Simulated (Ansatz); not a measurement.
# F on Ta(110): change of the work function

How does F on the hollow site change the work function of Ta(110) as the layer fills?

Main program and level: Ansatz 0.2.0; plane-wave DFT, PBE, Ansatz PAW.

## 1. Set-up

The cell holds 4 atoms: 4 Ta. Its edges and angles: a = 2.867 Å, b = 2.867 Å, c = 25.022 Å, α = 90.0°, β = 90.0°, γ = 70.5°. Vacuum lies along c.

## 2. The clean slab

The bare slab comes first, as the zero from which every change is counted. The two lowest layers are held at bulk places and the upper ones relax. The dipole correction removes the false field that a one-sided slab makes across the periodic vacuum, so each face gets a flat vacuum level of its own.

Contents of input.yaml:

```yaml
crystal:
  lattice:
    - [2.3405234457, -1.655, 0.0]
    - [2.3405234457, 1.655, 0.0]
    - [0.0, 0.0, 25.0215703372]
  atoms:
    - { symbol: Ta, position: [0.0, 0.0, 0.3596896549] }
    - { symbol: Ta, position: [0.5, 0.5, 0.453229885] }
    - { symbol: Ta, position: [0.0, 0.0, 0.546770115] }
    - { symbol: Ta, position: [0.5, 0.5, 0.6403103451] }
kpoints:
  mp_grid: { grid: [12, 12, 1] }
hamiltonian:
  xc: pbe
scf:
  occupations: { method: fermi_dirac, width: 0.1 }
  convergence: { dr2_threshold: 1.0e-08 }
efield:
  axis: 3
  dipole_correction: true
  ramp_position: 0.97
  ramp_width: 0.06
relax:
  f_tol: 0.02
  max_steps: 60
  constraints: [{ sites: [0, 1] }]
output:
  write_potential: true
  write_density: true
  volumetric_format: npy
```

On the command line:

```
ansatz run input.yaml --threads 4 --pin off --max-ram 6144MiB --backend cpu --events-out ev --progress --plain --runs-dir out
```

Numbers of over 12 decimals in the logs are rounded to 6 here.

Output:

```text
Engine: ansatz 0.2.0, aarch64-unknown-linux-gnu
Pseudopotentials: kind: paw
Pseudopotential: Ta, paw, valence charge 13, recommended cutoff 420 eV (normal), Ta.paw.azcp
Functional definition: PBE
  parameter kappa = 0.804
  parameter beta = 0.066725
  exchange = pbe_x(kappa = kappa, mu = beta*pi^2/3)
  correlation = pbe_c(beta = beta)
Crystal: 4 atoms, lattice volume = 193.845 Å³
Basis set: ecut = 420 eV, 3793 PW (Γ), exchange–correlation on 40×40×360 points (8 copies of the dense FFT grid, shifted against one another)
Bands: 32, of which v1, the nominal top of the filled ones, is band 26 counted from 1 (25 counted from 0)
Symmetry: 4 space group operations
k-points: 43 of 144
Non-local potential: Ta, projectors of the file, l = 0: 3, l = 1: 2, l = 2: 2, l = 3: 1
PAW form: soft (Blöchl's): semilocal exchange-correlation on the pseudo side does not see the compensation charge
PAW one-centre angular grid: Ta, 590 points (default); XC on 64 Gauss nodes
Initial density: superposition of atomic densities (neutral atoms: chi_scale 0, normalization atom), corrected by the library's trained network
Initial wavefunctions: pseudopotential atomic-orbital guess
Functional: x = pbe(κ = 0.804, μ = 0.219515), c = pbe(β = 0.066725)
SCF iter   1: F=—  HF=-39726.805781 eV  |F-HF|=—  |Δ(HF+E_count)|=         —  Δρ=5.76e-3  dr2=1.31e0  ethr=1.77e-3  p=0.000 e·Å  D=2.87e-15 V/Å  ΔV_dip=-0.00 eV  dr2_dipole=3.97e-7  V_vac-E_F(+/−)=4.99/4.99 eV  ⟨swp⟩=7.2  Hψ=6700  notcnv=0
efield: sawtooth ramp at fractional position 0.9700 (set: `efield.ramp_position`, or a place that a band, a saddle search or an elastic batch's reference lends), width 0.0600; the density the first Hamiltonian is built on has a dipole p = 0.000 e·Å; the dipole correction subtracts the counter field D = 2.87e-15 V/Å, which shifts the + side's vacuum level by -0.00 eV against the − side's; the planar-averaged density in the ramp window peaks in size at 1.7e-5 e/Å³
preconditioner: auto → LDOS  [metal: Δε(μ)=0.027 eV  Ē_g=3.845 eV  σ=0.100 eV  W_gap=0.07  n_scr=16 (ndim 8)  ℏωp=11.9 eV  f_vac=0.544  D(μ)=5.69/eV (n_scr^D=18)  β→1.0]
SCF iter   2: F=—  HF=-39726.762829 eV  |F-HF|=—  |Δ(HF+E_count)|=   4.30e-2  Δρ=1.63e-3  dr2=8.36e-3  ethr=1.77e-3  p=0.000 e·Å  D=1.67e-5 V/Å  ΔV_dip=-0.00 eV  dr2_dipole=3.15e-7  V_vac-E_F(+/−)=4.81/4.81 eV  ⟨swp⟩=1.4  Hψ=1741  notcnv=0
SCF iter   3: F=—  HF=-39726.763830 eV  |F-HF|=—  |Δ(HF+E_count)|=   1.00e-3  Δρ=5.10e-4  dr2=2.77e-3  ethr=1.61e-5  p=0.000 e·Å  D=3.06e-6 V/Å  ΔV_dip=-0.00 eV  dr2_dipole=3.35e-9  V_vac-E_F(+/−)=4.83/4.83 eV  ⟨swp⟩=2.9  Hψ=2823  notcnv=0
SCF iter   4: F=—  HF=-39726.763797 eV  |F-HF|=—  |Δ(HF+E_count)|=   3.32e-5  Δρ=1.73e-4  dr2=1.10e-4  ethr=5.34e-6  p=0.000 e·Å  D=2.16e-6 V/Å  ΔV_dip=-0.00 eV  dr2_dipole=4.75e-12  V_vac-E_F(+/−)=4.82/4.82 eV  ⟨swp⟩=2.3  Hψ=2226  notcnv=0
SCF iter   5: F=—  HF=-39726.763802 eV  |F-HF|=—  |Δ(HF+E_count)|=   5.00e-6  Δρ=5.33e-5  dr2=4.45e-6  ethr=2.12e-7  p=0.000 e·Å  D=1.34e-6 V/Å  ΔV_dip=-0.00 eV  dr2_dipole=4.23e-11  V_vac-E_F(+/−)=4.81/4.81 eV  ⟨swp⟩=2.5  Hψ=2216  notcnv=0
SCF iter   6: F=—  HF=-39726.763676 eV  |F-HF|=—  |Δ(HF+E_count)|=   1.25e-4  Δρ=2.05e-5  dr2=1.62e-6  ethr=8.57e-9  p=0.000 e·Å  D=6.97e-7 V/Å  ΔV_dip=-0.00 eV  dr2_dipole=2.92e-13  V_vac-E_F(+/−)=4.81/4.81 eV  ⟨swp⟩=2.7  Hψ=2519  notcnv=0
SCF iter   7: F=—  HF=-39726.763677 eV  |F-HF|=—  |Δ(HF+E_count)|=   4.16e-7  Δρ=5.04e-6  dr2=4.42e-8  ethr=3.12e-9  p=0.000 e·Å  D=3.02e-7 V/Å  ΔV_dip=-0.00 eV  dr2_dipole=1.73e-12  V_vac-E_F(+/−)=4.81/4.81 eV  ⟨swp⟩=2.7  Hψ=2586  notcnv=0
SCF iter   8: F=-39726.763677 eV  HF=-39726.763677 eV  |F-HF|=1.95e-8  |Δ(HF+E_count)|=   7.49e-8  Δρ=1.58e-6  dr2=3.85e-9  ethr=1.92e-11  p=0.000 e·Å  D=1.31e-7 V/Å  ΔV_dip=-0.00 eV  dr2_dipole=1.82e-13  V_vac-E_F(+/−)=4.81/4.81 eV  ⟨swp⟩=10.9  Hψ=10415  notcnv=0
SCF 1 converged in 8 iterations: F = -39726.763677 eV  dr2 = 3.85e-9
  greatest PAW one-centre occupation: 0.999 electrons in one spin orbital (limit 2), on the Ta atom at site 0 (counted from 0), in its partial waves of l = 0
relax step   1: F+E_penalty+E_count = -39726.76367691 eV  Δ(F+E_penalty+E_count) = +0.000e0 eV  max|allowed force component| = 4.148e-1 eV/Å  Δτ_max = 0.0000 Å  (8 SCF iters, accepted)
Initial density: handed on by an earlier stage of this run
Initial wavefunctions: those handed on with the density
iter 1 solved again at ethr=2.39e-3 eV; its pass at ethr=3.10e-3 eV (dr2=1.24e0 eV) is discarded
SCF iter   1: F=—  HF=-39726.839725 eV  |F-HF|=—  |Δ(HF+E_count)|=         —  Δρ=9.90e-3  dr2=1.15e0  ethr=2.39e-3  p=0.000 e·Å  D=1.07e-6 V/Å  ΔV_dip=-0.00 eV  dr2_dipole=5.18e-3  V_vac-E_F(+/−)=4.85/4.85 eV  ⟨swp⟩=1.1  Hψ=5524  notcnv=0
efield: sawtooth ramp at fractional position 0.9700 (set: `efield.ramp_position`, or a place that a band, a saddle search or an elastic batch's reference lends), width 0.0600; the density the first Hamiltonian is built on has a dipole p = 0.000 e·Å; the dipole correction subtracts the counter field D = 1.07e-6 V/Å, which shifts the + side's vacuum level by -0.00 eV against the − side's; the planar-averaged density in the ramp window peaks in size at 9.3e-6 e/Å³
preconditioner: auto → LDOS  [metal: Δε(μ)=0.002 eV  Ē_g=3.957 eV  σ=0.100 eV  W_gap=0.00  n_scr=16 (ndim 8)  ℏωp=11.9 eV  f_vac=0.555  D(μ)=5.52/eV (n_scr^D=18)  β→1.0]
SCF iter   2: F=—  HF=-39726.769057 eV  |F-HF|=—  |Δ(HF+E_count)|=   7.07e-2  Δρ=5.59e-3  dr2=2.66e-1  ethr=2.21e-3  p=0.012 e·Å  D=1.12e-2 V/Å  ΔV_dip=-0.28 eV  dr2_dipole=6.71e-3  V_vac-E_F(+/−)=4.53/4.81 eV  ⟨swp⟩=3.0  Hψ=2184  notcnv=0
SCF iter   3: F=—  HF=-39726.745759 eV  |F-HF|=—  |Δ(HF+E_count)|=   2.33e-2  Δρ=1.82e-3  dr2=2.99e-2  ethr=5.11e-4  p=0.006 e·Å  D=5.53e-3 V/Å  ΔV_dip=-0.14 eV  dr2_dipole=1.11e-3  V_vac-E_F(+/−)=4.69/4.83 eV  ⟨swp⟩=3.1  Hψ=2953  notcnv=0
SCF iter   4: F=—  HF=-39726.742032 eV  |F-HF|=—  |Δ(HF+E_count)|=   3.73e-3  Δρ=4.37e-4  dr2=8.85e-4  ethr=5.74e-5  p=0.006 e·Å  D=5.97e-3 V/Å  ΔV_dip=-0.15 eV  dr2_dipole=2.49e-5  V_vac-E_F(+/−)=4.67/4.82 eV  ⟨swp⟩=2.3  Hψ=2120  notcnv=0
SCF iter   5: F=—  HF=-39726.742227 eV  |F-HF|=—  |Δ(HF+E_count)|=   1.95e-4  Δρ=1.46e-4  dr2=1.02e-4  ethr=1.70e-6  p=0.006 e·Å  D=5.82e-3 V/Å  ΔV_dip=-0.15 eV  dr2_dipole=1.05e-5  V_vac-E_F(+/−)=4.68/4.82 eV  ⟨swp⟩=2.2  Hψ=2050  notcnv=0
SCF iter   6: F=—  HF=-39726.742256 eV  |F-HF|=—  |Δ(HF+E_count)|=   2.93e-5  Δρ=4.66e-5  dr2=2.46e-5  ethr=1.96e-7  p=0.006 e·Å  D=5.53e-3 V/Å  ΔV_dip=-0.14 eV  dr2_dipole=6.35e-6  V_vac-E_F(+/−)=4.68/4.82 eV  ⟨swp⟩=2.4  Hψ=2107  notcnv=0
SCF iter   7: F=—  HF=-39726.742246 eV  |F-HF|=—  |Δ(HF+E_count)|=   1.02e-5  Δρ=1.66e-5  dr2=2.34e-6  ethr=4.72e-8  p=0.006 e·Å  D=5.42e-3 V/Å  ΔV_dip=-0.14 eV  dr2_dipole=1.74e-8  V_vac-E_F(+/−)=4.69/4.82 eV  ⟨swp⟩=2.3  Hψ=1764  notcnv=0
SCF iter   8: F=—  HF=-39726.742124 eV  |F-HF|=—  |Δ(HF+E_count)|=   1.22e-4  Δρ=4.53e-6  dr2=6.34e-8  ethr=4.51e-9  p=0.006 e·Å  D=5.34e-3 V/Å  ΔV_dip=-0.13 eV  dr2_dipole=2.64e-9  V_vac-E_F(+/−)=4.69/4.82 eV  ⟨swp⟩=2.0  Hψ=1815  notcnv=0
SCF iter   9: F=—  HF=-39726.742124 eV  |F-HF|=—  |Δ(HF+E_count)|=   6.07e-8  Δρ=1.58e-6  dr2=1.93e-8  ethr=1.92e-11  p=0.006 e·Å  D=5.32e-3 V/Å  ΔV_dip=-0.13 eV  dr2_dipole=5.06e-9  V_vac-E_F(+/−)=4.69/4.82 eV  ⟨swp⟩=11.3  Hψ=10973  notcnv=0
SCF iter  10: F=-39726.742124 eV  HF=-39726.742124 eV  |F-HF|=1.79e-9  |Δ(HF+E_count)|=   1.34e-8  Δρ=5.81e-7  dr2=1.34e-9  ethr=1.92e-11  p=0.006 e·Å  D=5.31e-3 V/Å  ΔV_dip=-0.13 eV  dr2_dipole=4.40e-10  V_vac-E_F(+/−)=4.69/4.82 eV  ⟨swp⟩=10.0  Hψ=9405  notcnv=0
SCF 2 converged in 10 iterations: F = -39726.742124 eV  dr2 = 1.34e-9
  greatest PAW one-centre occupation: 1.000 electrons in one spin orbital (limit 2), on the Ta atom at site 3 (counted from 0), in its partial waves of l = 0
relax step   2: F+E_penalty+E_count = -39726.74212442 eV  Δ(F+E_penalty+E_count) = +2.155e-2 eV  max|allowed force component| = 7.793e-1 eV/Å  Δτ_max = 0.1926 Å  (10 SCF iters, rejected (line search))
iter 1 solved again at ethr=8.38e-4 eV; its pass at ethr=3.10e-3 eV (dr2=4.36e-1 eV) is discarded
SCF iter   1: F=—  HF=-39726.815846 eV  |F-HF|=—  |Δ(HF+E_count)|=         —  Δρ=5.63e-3  dr2=4.24e-1  ethr=8.38e-4  p=0.006 e·Å  D=5.31e-3 V/Å  ΔV_dip=-0.13 eV  dr2_dipole=4.73e-3  V_vac-E_F(+/−)=4.67/4.80 eV  ⟨swp⟩=1.2  Hψ=4821  notcnv=0
efield: sawtooth ramp at fractional position 0.9700 (set: `efield.ramp_position`, or a place that a band, a saddle search or an elastic batch's reference lends), width 0.0600; the density the first Hamiltonian is built on has a dipole p = 0.006 e·Å; the dipole correction subtracts the counter field D = 5.31e-3 V/Å, which shifts the + side's vacuum level by -0.13 eV against the − side's; the planar-averaged density in the ramp window peaks in size at 5.6e-6 e/Å³
preconditioner: auto → LDOS  [metal: Δε(μ)=0.011 eV  Ē_g=3.847 eV  σ=0.100 eV  W_gap=0.03  n_scr=16 (ndim 8)  ℏωp=11.9 eV  f_vac=0.548  D(μ)=5.97/eV (n_scr^D=30)  β→1.0]
SCF iter   2: F=—  HF=-39726.790129 eV  |F-HF|=—  |Δ(HF+E_count)|=   2.57e-2  Δρ=3.00e-3  dr2=5.27e-2  ethr=8.15e-4  p=-0.002 e·Å  D=-1.66e-3 V/Å  ΔV_dip=0.04 eV  dr2_dipole=2.68e-3  V_vac-E_F(+/−)=4.86/4.82 eV  ⟨swp⟩=2.7  Hψ=2118  notcnv=0
SCF iter   3: F=—  HF=-39726.784849 eV  |F-HF|=—  |Δ(HF+E_count)|=   5.28e-3  Δρ=1.14e-3  dr2=1.41e-2  ethr=1.01e-4  p=0.002 e·Å  D=2.13e-3 V/Å  ΔV_dip=-0.05 eV  dr2_dipole=1.26e-3  V_vac-E_F(+/−)=4.77/4.82 eV  ⟨swp⟩=2.8  Hψ=2591  notcnv=0
SCF iter   4: F=—  HF=-39726.783334 eV  |F-HF|=—  |Δ(HF+E_count)|=   1.52e-3  Δρ=3.41e-4  dr2=1.45e-3  ethr=2.72e-5  p=0.002 e·Å  D=1.77e-3 V/Å  ΔV_dip=-0.04 eV  dr2_dipole=2.49e-4  V_vac-E_F(+/−)=4.77/4.82 eV  ⟨swp⟩=2.0  Hψ=1772  notcnv=0
SCF iter   5: F=—  HF=-39726.783268 eV  |F-HF|=—  |Δ(HF+E_count)|=   6.56e-5  Δρ=1.01e-4  dr2=7.32e-5  ethr=2.78e-6  p=0.002 e·Å  D=1.73e-3 V/Å  ΔV_dip=-0.04 eV  dr2_dipole=4.36e-6  V_vac-E_F(+/−)=4.77/4.82 eV  ⟨swp⟩=2.1  Hψ=1774  notcnv=0
SCF iter   6: F=—  HF=-39726.783249 eV  |F-HF|=—  |Δ(HF+E_count)|=   1.90e-5  Δρ=2.91e-5  dr2=2.16e-6  ethr=1.41e-7  p=0.002 e·Å  D=1.85e-3 V/Å  ΔV_dip=-0.05 eV  dr2_dipole=9.87e-8  V_vac-E_F(+/−)=4.77/4.82 eV  ⟨swp⟩=2.8  Hψ=2503  notcnv=0
SCF iter   7: F=—  HF=-39726.783127 eV  |F-HF|=—  |Δ(HF+E_count)|=   1.22e-4  Δρ=1.01e-5  dr2=3.48e-7  ethr=4.15e-9  p=0.002 e·Å  D=1.92e-3 V/Å  ΔV_dip=-0.05 eV  dr2_dipole=1.11e-8  V_vac-E_F(+/−)=4.77/4.82 eV  ⟨swp⟩=2.3  Hψ=2301  notcnv=0
SCF iter   8: F=—  HF=-39726.783127 eV  |F-HF|=—  |Δ(HF+E_count)|=   2.34e-7  Δρ=2.98e-6  dr2=4.09e-8  ethr=6.70e-10  p=0.002 e·Å  D=1.98e-3 V/Å  ΔV_dip=-0.05 eV  dr2_dipole=1.09e-10  V_vac-E_F(+/−)=4.77/4.82 eV  ⟨swp⟩=2.3  Hψ=2073  notcnv=0
SCF iter   9: F=-39726.783127 eV  HF=-39726.783127 eV  |F-HF|=3.39e-9  |Δ(HF+E_count)|=   3.83e-8  Δρ=1.03e-6  dr2=5.51e-9  ethr=1.92e-11  p=0.002 e·Å  D=1.99e-3 V/Å  ΔV_dip=-0.05 eV  dr2_dipole=6.10e-10  V_vac-E_F(+/−)=4.77/4.82 eV  ⟨swp⟩=10.8  Hψ=10464  notcnv=0
SCF 3 converged in 9 iterations: F = -39726.783127 eV  dr2 = 5.51e-9
relax step   3: F+E_penalty+E_count = -39726.78312741 eV  Δ(F+E_penalty+E_count) = -1.945e-2 eV  max|allowed force component| = 1.779e-2 eV/Å  Δτ_max = 0.0888 Å  (9 SCF iters, accepted)
NSCF: frozen V_eff on 43 k-points
the band table was solved once a step of the walk had ended and its energy, with any forces and stress, was formed, with the checks that follow a solve (7258 applications of the Hamiltonian). They found nothing against the state; the energy, forces and stress were not computed again (output.eigenvalues in the input reference)
WARN: The output density's exchange-correlation potential varies sharply where the density is thin. Do not read a vacuum level from v_tot or v_xc, or from such a field of the output density. On a cell that repeats whose density bears no net charge and no dipole along the vacuum's axis use v_es (v_loc + v_h of the components); under efield.dipole_correction with no amplitude use v_es + v_field, which holds any externa [...]
SCF converged after 9 iterations
Free energy (F): -39726.783127 eV
Harris-Foulkes:  -39726.783127 eV  (|F-HF|=3.39e-9)
Internal energy: -39726.594280 eV  (E = F + TS)
E sigma→0 (E₀):  -39726.688704 eV
Entropy (-TS):   -0.188848 eV (-47.212 meV/atom)
Fermi energy:    4.106388 eV
Dipole field:    D = 0.002028 V/Å  (p = 0.002172 e·Å, saw-weighted, corrected)
Work function:   Φ+ = 4.7668 eV   Φ− = 4.8176 eV
Levels:          The Fermi level and band energies are counted from a zero that moves with the ramp; work functions are not
--- Per-component energies (eV) ---
  E_band       = -1175.816873
  E_kinetic    = 1457.922004
  E_local      = -55624.545187  (includes V_loc(G=0)·N_el)
  E_nonlocal   = 59.651063
  E_hartree    = 27096.646443
  E_xc         = -870.143284
  E_vxc        = -811.251716  (∫ρ·V_xc dr)
  E_paw        = -33585.914433  (= ΣΔE_a)
  E_vpaw       = -450.895849  (= ΣTr[D̂ρ^β])
  E_aug_tail   = 0.000571  (compensation charges beyond the density's cutoff)
  E_efield     = 0.000002  (sawtooth field / dipole correction)
  E_vefield    = 0.002282  (∫n·V_field dr)
  E_ewald      = 21739.788541
  E_smearing   = -0.188848  (= −TS)
  E_closure    = -0.000000  (closes the sum)
  Σ components = -39726.783127   (vs F -39726.783127, Δ=0.00e0)
--- Forces (eV/Å), atoms counted from 1 ---
  atom   1  Ta     0.00000000     0.00000000     0.43128867
  atom   2  Ta     0.00000000     0.00000000    -0.43322402
  atom   3  Ta     0.00000000     0.00000000    -0.01585177
  atom   4  Ta     0.00000000     0.00000000     0.01778526
  max |Σ_I F_I| component: 1.87e-6 eV/Å
--- Band table (eV; the first three rows and the last of 43) ---
  k-point 0: bands = [... 22 lower, 3.5859, 3.8018, 3.9092, 4.4738, 4.5203, 4.6621, 5.1191, 5.3470, ... 2 higher]
  k-point 1: bands = [... 22 lower, 3.5025, 3.7840, 3.9078, 4.2606, 4.4534, 4.7338, 5.0508, 5.2065, ... 2 higher]
  k-point 2: bands = [... 22 lower, 3.3305, 3.6231, 3.8165, 3.9022, 4.1304, 4.4107, 5.2264, 5.4658, ... 2 higher]
  k-point 42: bands = [... 22 lower, 2.9030, 3.3565, 4.2352, 5.6752, 5.9858, 6.4812, 6.5254, 6.5718, ... 2 higher]
--- Relaxed structure (3 steps of the walk, 2 accepted, 0 SCFs on fresh bases) ---
  F+E_penalty+E_count = -39726.78312741 eV   max|allowed force component| = 1.779e-2 eV/Å
  atoms:
    - { symbol: Ta, position: [0.0, 0.0, 0.3596896549] }
    - { symbol: Ta, position: [0.5, 0.5, 0.453230] }
    - { symbol: Ta, position: [0.0, 0.0, 0.546866] }
    - { symbol: Ta, position: [0.5, 0.5, 0.636762] }
```

Wall time 19 s (4 threads of Arm Neoverse V1, shared host); peak memory 0.57 GiB.

Step by step:

```
step  energy less that of the first step (eV)  largest force component (eV/Å)
   1                                   0.0000                          0.4148
   2                                   0.0216                          0.7793
   3                                  -0.0194                          0.0178
```

Relaxation step 2 was tried and not accepted.

The run keeps the 4 symmetry operations that it works with, so distortions that break them were not tested.

The atoms that moved most (Å):

```
atom     dx     dy      dz  length
 Ta4  0.000  0.000  -0.089   0.089
```

Numbers from this step:

| Quantity | Value |
| --- | --- |
| energy at zero smearing | -39726.6887 eV |
| work function, upper face | 4.767 eV |
| work function, lower face | 4.818 eV |
| dipole along the normal | 0.002172 e·Å |
| step between the vacuum levels | -0.05074 eV |

Running mean over 2.341 Å of the planar mean; the ramp of the sawtooth is left out. Electron's electrostatic potential energy less the Fermi level against z:

```
z (Å)  electron's electrostatic potential energy less the Fermi level (eV)
    4                                                                 4.82
    5                                                                 4.80
    6                                                                 4.62
    7                                                                 2.96
    8                                                                -5.19
    9                                                                -10.1
   10                                                                -10.0
   11                                                                -9.98
   12                                                                -9.96
   13                                                                -9.96
   14                                                                -10.3
   15                                                                -10.9
   16                                                                -10.1
   17                                                                -4.55
   18                                                                 3.18
   19                                                                 4.60
   20                                                                 4.75
   21                                                                 4.77
```

The relaxation took 3 steps and lowered the energy by 0.019 eV; the largest force on the free atoms ends at 0.018 eV/Å.

The work function of the upper face is 4.77 eV.

[end of part 1 of 3]

[Logs are printed without paths, hosts, clocks, repeated set-up lines and the standing remarks that a program may print on its own settings, such as how far it seeks lower states.]

[Hosts, paths, dates, database ids (printed as entryN), source tags and the programs' standing remarks are cut or masked in the printed files.]

[Maps of the electrostatic potential energy from Ansatz leave out the sawtooth potential of an applied field or a dipole correction, so their vacuum need not be flat; planar profiles and work functions include it.]
